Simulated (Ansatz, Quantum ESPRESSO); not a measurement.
# Screening and band shifts of honeycomb PN, 1 layer, part 6 of 6

Wanted: polarisability and gap of honeycomb PN, 1 layer against a perpendicular field.

Quantum ESPRESSO 7.5; plane-wave DFT, PBE, GBRV ultrasoft pseudopotentials; geometry and cross-check by Ansatz 0.2.0 with PAW datasets.

So far. Step 14 (Density by pp.x): The density integrates to 10.000 electrons, as the 10 of the input ask. Step 19 (Cross-check with Ansatz: field 0.1 V/Å): At 0.1 V/Å Ansatz's dipole is 0.0364 e Å against 0.0376 from pw.x.

### 22. Ground state, with mixing_beta = 0.2 and electron_maxstep = 100

How much does a setting matter? One run is repeated with a change.

Level of this step: plane-wave DFT, PBE, GBRV ultrasoft pseudopotentials (Quantum ESPRESSO 7.5).

Contents of f1.w0.in:

```
&control
  prefix = 'f1.w0'
  outdir = './out'
  pseudo_dir = './pseudo'
  calculation = 'scf'
  tprnfor = .true.
  tefield = .true.
  dipfield = .true.
/
&system
  ibrav = 0
  nat = 2
  ntyp = 2
  ecutwfc = 40
  ecutrho = 200
  occupations = 'smearing'
  smearing = 'fd'
  degauss = 0.004
  edir = 3
  emaxpos = 0.97
  eopreg = 0.04
  eamp = 0.00194469
/
&electrons
  conv_thr = 1e-09
  mixing_beta = 0.2
  electron_maxstep = 100
  mixing_mode = 'plain'
/
ATOMIC_SPECIES
  N   14.0070  n_pbe_v1.2.uspp.F.UPF
  P   30.9738  p_pbe_v1.5.uspp.F.UPF
CELL_PARAMETERS angstrom
  2.72801635451678 -0.00000000000000 -0.00000000000000
  -1.36400817725839 2.36253146495095 -0.00000000000000
  -0.00000000000000 -0.00000000000000 17.86000000000000
ATOMIC_POSITIONS crystal
  N   0.666666666667 0.333333333333 0.475724596647
  P   0.333333333333 0.666666666667 0.524275403353
K_POINTS automatic
  12 12 1 0 0 0
```

Command:

```
$ OMP_NUM_THREADS=1 mpirun -n 2 pw.x -nk 2 -in f1.w0.in > f1.w0.out
```

Output:

```text
[banner, memory and clock lines left out]
Program PWSCF v.7.5 starts
[citation notice left out]

[...]
bravais-lattice index     =            0
     lattice parameter (alat)  =       5.1552  a.u.
     unit-cell volume          =     776.7882 (a.u.)^3
     number of atoms/cell      =            2
     number of atomic types    =            2
     number of electrons       =        10.00
     number of Kohn-Sham states=            9
     kinetic-energy cutoff     =      40.0000  Ry
     charge density cutoff     =     200.0000  Ry
     scf convergence threshold =      1.0E-09
     mixing beta               =       0.2000
     number of iterations used =            8  plain     mixing
     Exchange-correlation=  SLA  PW   PBX  PBC
                           (   1   4   3   4   0   0   0)

[...]
PseudoPot. # 1 for N  read from file:
     ./pseudo/n_pbe_v1.2.uspp.F.UPF
     Pseudo is Ultrasoft + core correction, Zval =  5.0
     Generated by new atomic code, or converted to UPF format
     Using radial grid of  729 points,  4 beta functions with:
                l(1) =   0
                l(2) =   0
                l(3) =   1
                l(4) =   1
     Q(r) pseudized with  8 coefficients,  rinner =    0.900   0.900   0.900

     PseudoPot. # 2 for P  read from file:
     ./pseudo/p_pbe_v1.5.uspp.F.UPF
     Pseudo is Ultrasoft + core correction, Zval =  5.0
     Generated by new atomic code, or converted to UPF format
     Using radial grid of  903 points,  6 beta functions with:
                l(1) =   0
                l(2) =   0
                l(3) =   1
                l(4) =   1
                l(5) =   2
                l(6) =   2
     Q(r) pseudized with  8 coefficients,  rinner =    1.300   1.300   1.300
                                                       1.300   1.300

     atomic species   valence    mass     pseudopotential
     N                 5.00    14.00700     N ( 1.00)
     P                 5.00    30.97380     P ( 1.00)

     No symmetry found

[...]
number of k points=    74  Fermi-Dirac smearing, width (Ry)=  0.0040
[...]
Dense  grid:    37153 G-vectors     FFT dimensions: (  24,  24, 160)

     Smooth grid:    26601 G-vectors     FFT dimensions: (  24,  24, 135)

     Initial potential from superposition of free atoms

     starting charge       9.9998, renormalised to      10.0000

     negative rho (up, down):  6.424E-05 0.000E+00

     Adding external electric field

     Computed dipole along edir(3) :
        Dipole                0.0001 Ry au,          0.0003 Debye
        Dipole field          0.0000 Ry au,

        E field amplitude [Ha a.u.]:  1.9447E-03
        Potential amp.        0.1259 Ry
        Total length         32.4005 bohr

     Starting wfcs are    8 randomized atomic wfcs +    1 random wfcs

     per-process dynamical memory:    41.0 Mb

     Self-consistent Calculation

     iteration #  1     ecut=    40.00 Ry     beta= 0.20
     Davidson diagonalization with overlap
     ethr =  1.00E-02,  avg # of iterations =  5.7

     negative rho (up, down):  5.713E-05 0.000E+00

     Adding external electric field

     Computed dipole along edir(3) :
        Dipole                0.1960 Ry au,          0.4982 Debye
        Dipole field          0.0032 Ry au,

        E field amplitude [Ha a.u.]:  1.9447E-03
        Potential amp.       -0.0795 Ry
        Total length         32.4005 bohr

     total energy              =     -35.57293748 Ry
     estimated scf accuracy    <       0.46490781 Ry

     iteration #  2     ecut=    40.00 Ry     beta= 0.20
[...]
negative rho (up, down):  7.780E-05 0.000E+00

[...]
Dipole                0.1284 Ry au,          0.3263 Debye
[...]
E field amplitude [Ha a.u.]:  1.9447E-03
[...]
total energy              =     -35.61779119 Ry
     estimated scf accuracy    <       0.04985209 Ry

     iteration #  3     ecut=    40.00 Ry     beta= 0.20
[...]
negative rho (up, down):  1.357E-04 0.000E+00

[...]
Dipole                0.0339 Ry au,          0.0860 Debye
[...]
E field amplitude [Ha a.u.]:  1.9447E-03
[...]
total energy              =     -35.61162053 Ry
     estimated scf accuracy    <       0.02260891 Ry

     iteration #  4     ecut=    40.00 Ry     beta= 0.20
[...]
negative rho (up, down):  1.602E-04 0.000E+00

[...]
Dipole                0.1010 Ry au,          0.2567 Debye
[...]
E field amplitude [Ha a.u.]:  1.9447E-03
[...]
total energy              =     -35.61487794 Ry
     estimated scf accuracy    <       0.00262005 Ry

     iteration #  5     ecut=    40.00 Ry     beta= 0.20
[...]
negative rho (up, down):  1.833E-04 0.000E+00

[...]
Dipole                0.0715 Ry au,          0.1818 Debye
[...]
E field amplitude [Ha a.u.]:  1.9447E-03
[...]
total energy              =     -35.61506770 Ry
     estimated scf accuracy    <       0.00154182 Ry

     iteration #  6     ecut=    40.00 Ry     beta= 0.20
[...]
negative rho (up, down):  1.856E-04 0.000E+00

[...]
Dipole                0.0670 Ry au,          0.1702 Debye
[...]
E field amplitude [Ha a.u.]:  1.9447E-03
[...]
total energy              =     -35.61528449 Ry
     estimated scf accuracy    <       0.00004293 Ry

[...]
iteration #  9     ecut=    40.00 Ry     beta= 0.20
[...]
negative rho (up, down):  1.930E-04 0.000E+00

[...]
Dipole                0.0712 Ry au,          0.1810 Debye
[...]
E field amplitude [Ha a.u.]:  1.9447E-03
[...]
total energy              =     -35.61533214 Ry
     estimated scf accuracy    <       0.00000057 Ry

     iteration # 10     ecut=    40.00 Ry     beta= 0.20
[...]
negative rho (up, down):  1.967E-04 0.000E+00

[...]
Dipole                0.0710 Ry au,          0.1806 Debye
[...]
E field amplitude [Ha a.u.]:  1.9447E-03
[...]
total energy              =     -35.61533236 Ry
     estimated scf accuracy    <       0.00000027 Ry

     iteration # 11     ecut=    40.00 Ry     beta= 0.20
[...]
negative rho (up, down):  2.002E-04 0.000E+00

[...]
Dipole                0.0710 Ry au,          0.1804 Debye
[...]
E field amplitude [Ha a.u.]:  1.9447E-03
[...]
total energy              =     -35.61533241 Ry
     estimated scf accuracy    <       0.00000002 Ry

     iteration # 12     ecut=    40.00 Ry     beta= 0.20
[...]
negative rho (up, down):  2.181E-04 0.000E+00

[...]
Dipole                0.0710 Ry au,          0.1805 Debye
[...]
E field amplitude [Ha a.u.]:  1.9447E-03
[...]
End of self-consistent calculation

          k = 0.0000 0.0000 0.0000 (  3319 PWs)   bands (ev):

   -23.5354 -11.8032  -6.3325  -6.3325  -4.7133   0.7533   2.5240   2.8094
     2.8094

          k = 0.0000 0.0962 0.0000 (  3299 PWs)   bands (ev):

   -23.3934 -11.6789  -7.1221  -6.5193  -4.5534   1.1818   2.3184   2.7847
     2.8610

[...]
the Fermi energy is    -2.9994 ev

!    total energy              =     -35.61533249 Ry
     estimated scf accuracy    <          7.2E-10 Ry
     smearing contrib. (-TS)   =      -0.00000000 Ry
     internal energy E=F+TS    =     -35.61533249 Ry

     The total energy is F=E-TS. E is the sum of the following terms:
     one-electron contribution =    -229.57394496 Ry
     hartree contribution      =     116.32554466 Ry
     xc contribution           =     -11.32909682 Ry
     ewald contribution        =      88.96235923 Ry
     electric field correction =      -0.00019460 Ry

     convergence has been achieved in  12 iterations

     negative rho (up, down):  2.181E-04 0.000E+00

     Forces acting on atoms (cartesian axes, Ry/au):

     atom    1 type  1   force =    -0.00000004   -0.00000002   -0.00037220
     atom    2 type  2   force =     0.00000004    0.00000002    0.00037220

     Total force =     0.000526     Total SCF correction =     0.000030

[...]
```

Run time: 29 s. Hardware: 2 MPI ranks of Arm Neoverse V1, shared host; peak memory 0.18 GiB; 57 s of CPU time.

Beside the run it was changed from:

| quantity | this run | unchanged run | difference |
| --- | --- | --- | --- |
| dipole along the normal (e·Å) | 0.03758 | 0.03756 | 2.1e-5 |
| free energy (eV) | -484.5713 | -484.5713 | 0 |
| wall time (s) | 29 | 21 |  |
| SCF iterations | 12 | 6 |  |

The free energy moves by +0 meV an atom.

This run starts from superposed atoms, the unchanged one from a saved density, so their iteration counts don't compare.

The physical values in this table move by up to 0.055 %.

### 23. Self-consistent run, with ENCUT = 400

Another try, with an input changed as a hurried user might.

Contents of f1.bad.in:

```
&control
  prefix = 'f1.bad'
  outdir = './out'
  pseudo_dir = './pseudo'
  calculation = 'scf'
  tprnfor = .true.
  tefield = .true.
  dipfield = .true.
/
&system
  ibrav = 0
  nat = 2
  ntyp = 2
  ecutwfc = 40
  ecutrho = 200
  occupations = 'smearing'
  smearing = 'fd'
  degauss = 0.004
  edir = 3
  emaxpos = 0.97
  eopreg = 0.04
  eamp = 0.00194469
  ENCUT = 400
/
&electrons
  conv_thr = 1e-09
  mixing_beta = 0.4
  electron_maxstep = 50
  mixing_mode = 'plain'
/
ATOMIC_SPECIES
  N   14.0070  n_pbe_v1.2.uspp.F.UPF
  P   30.9738  p_pbe_v1.5.uspp.F.UPF
CELL_PARAMETERS angstrom
  2.72801635451678 -0.00000000000000 -0.00000000000000
  -1.36400817725839 2.36253146495095 -0.00000000000000
  -0.00000000000000 -0.00000000000000 17.86000000000000
ATOMIC_POSITIONS crystal
  N   0.666666666667 0.333333333333 0.475724596647
  P   0.333333333333 0.666666666667 0.524275403353
K_POINTS automatic
  12 12 1 0 0 0
```

Command:

```
$ OMP_NUM_THREADS=1 mpirun -n 2 pw.x -nk 2 -in f1.bad.in > f1.bad.out
```

Output:

```text
[banner, memory and clock lines left out]
Program PWSCF v.7.5 starts

          URL

 %%%%%%%%%%%%%%%%%%%%%%%%%%%%%%%%%%%%%%%%%%%%%%%%%%%%%%%%%%%%%%%%%%%%%%%%%%%%%%
     Error in routine  read_namelists (1):
      bad line in namelist &system: "  ENCUT = 400" (error could be in the previous line)
 %%%%%%%%%%%%%%%%%%%%%%%%%%%%%%%%%%%%%%%%%%%%%%%%%%%%%%%%%%%%%%%%%%%%%%%%%%%%%%

     stopping ...
[the rest left out]
```

Wall time 0.49 s (2 MPI ranks); peak memory 0.1 GiB.

The program refused the input before any cycle.

The program's message: “Error in routine  read_namelists (1): bad line in namelist &system: "  ENCUT = 400" (error could be in the previous line)”

The change that led to it: system.ENCUT = 400.

The message: “read_namelists (1): bad line in namelist &system: " ENCUT = 400" (error could be in the previous line)”. The key belongs to another program and has no place in any namelist here; the line has to go.

### 24. The arithmetic

α = Δp/E = (0.03756 − (0.02704)) e Å / 0.1 V/Å = 0.1051 e Å²/V; times e/(4πε₀) = 14.40 V Å this is 1.514 Å³. With A = 6.445 Å², 4πα/A = 2.952 Å.

### 25. Outcome

```json
{"polarisability along the normal, a cell": "1.51 Å³", "sheet polarisability 4πα/A": "2.95 Å", "dipole without a field": "0.027 e·Å", "Kohn-Sham ionisation potential, upper face": "6.65 eV", "gap along the path at 0 V/Å": "1.81 eV", "gap along the path at 0.2 V/Å": "1.81 eV", "gap along the path at -0.2 V/Å": "1.81 eV"}
```

What this shows: The sheet answers a field with a polarisability of 1.51 Å³ a cell, or 4πα/A = 2.95 Å (PBE, GBRV ultrasoft). In pw.x the dipole follows the field linearly over the range tried. A perfect conductor 2.95 Å thick would screen alike; the outer atoms lie 0.87 Å apart. At 0.1 V/Å the sheet takes 0.295 eV off the potential drop. At 0.2 V/Å the gap along the path is unchanged within 0.01 eV. Quantum ESPRESSO and Ansatz give 1.514 and 1.515 Å³ for the polarisability (pw.x from 0 and 0.1 V/Å, Ansatz from ±0.1 V/Å), which agree. The ions stay at their zero-field places, so this is the electrons' response alone. Semilocal gaps are too small, and in strong fields empty levels can belong to the vacuum.

[Logs are printed without paths, hosts, clocks, repeated set-up lines and the standing remarks that a program may print on its own settings, such as how far it seeks lower states.]

[Hosts, paths, dates, database ids (printed as entryN), source tags and the programs' standing remarks are cut or masked in the printed files.]

[Maps of the electrostatic potential energy from Ansatz leave out the sawtooth potential of an applied field or a dipole correction, so their vacuum need not be flat; planar profiles and work functions include it.]
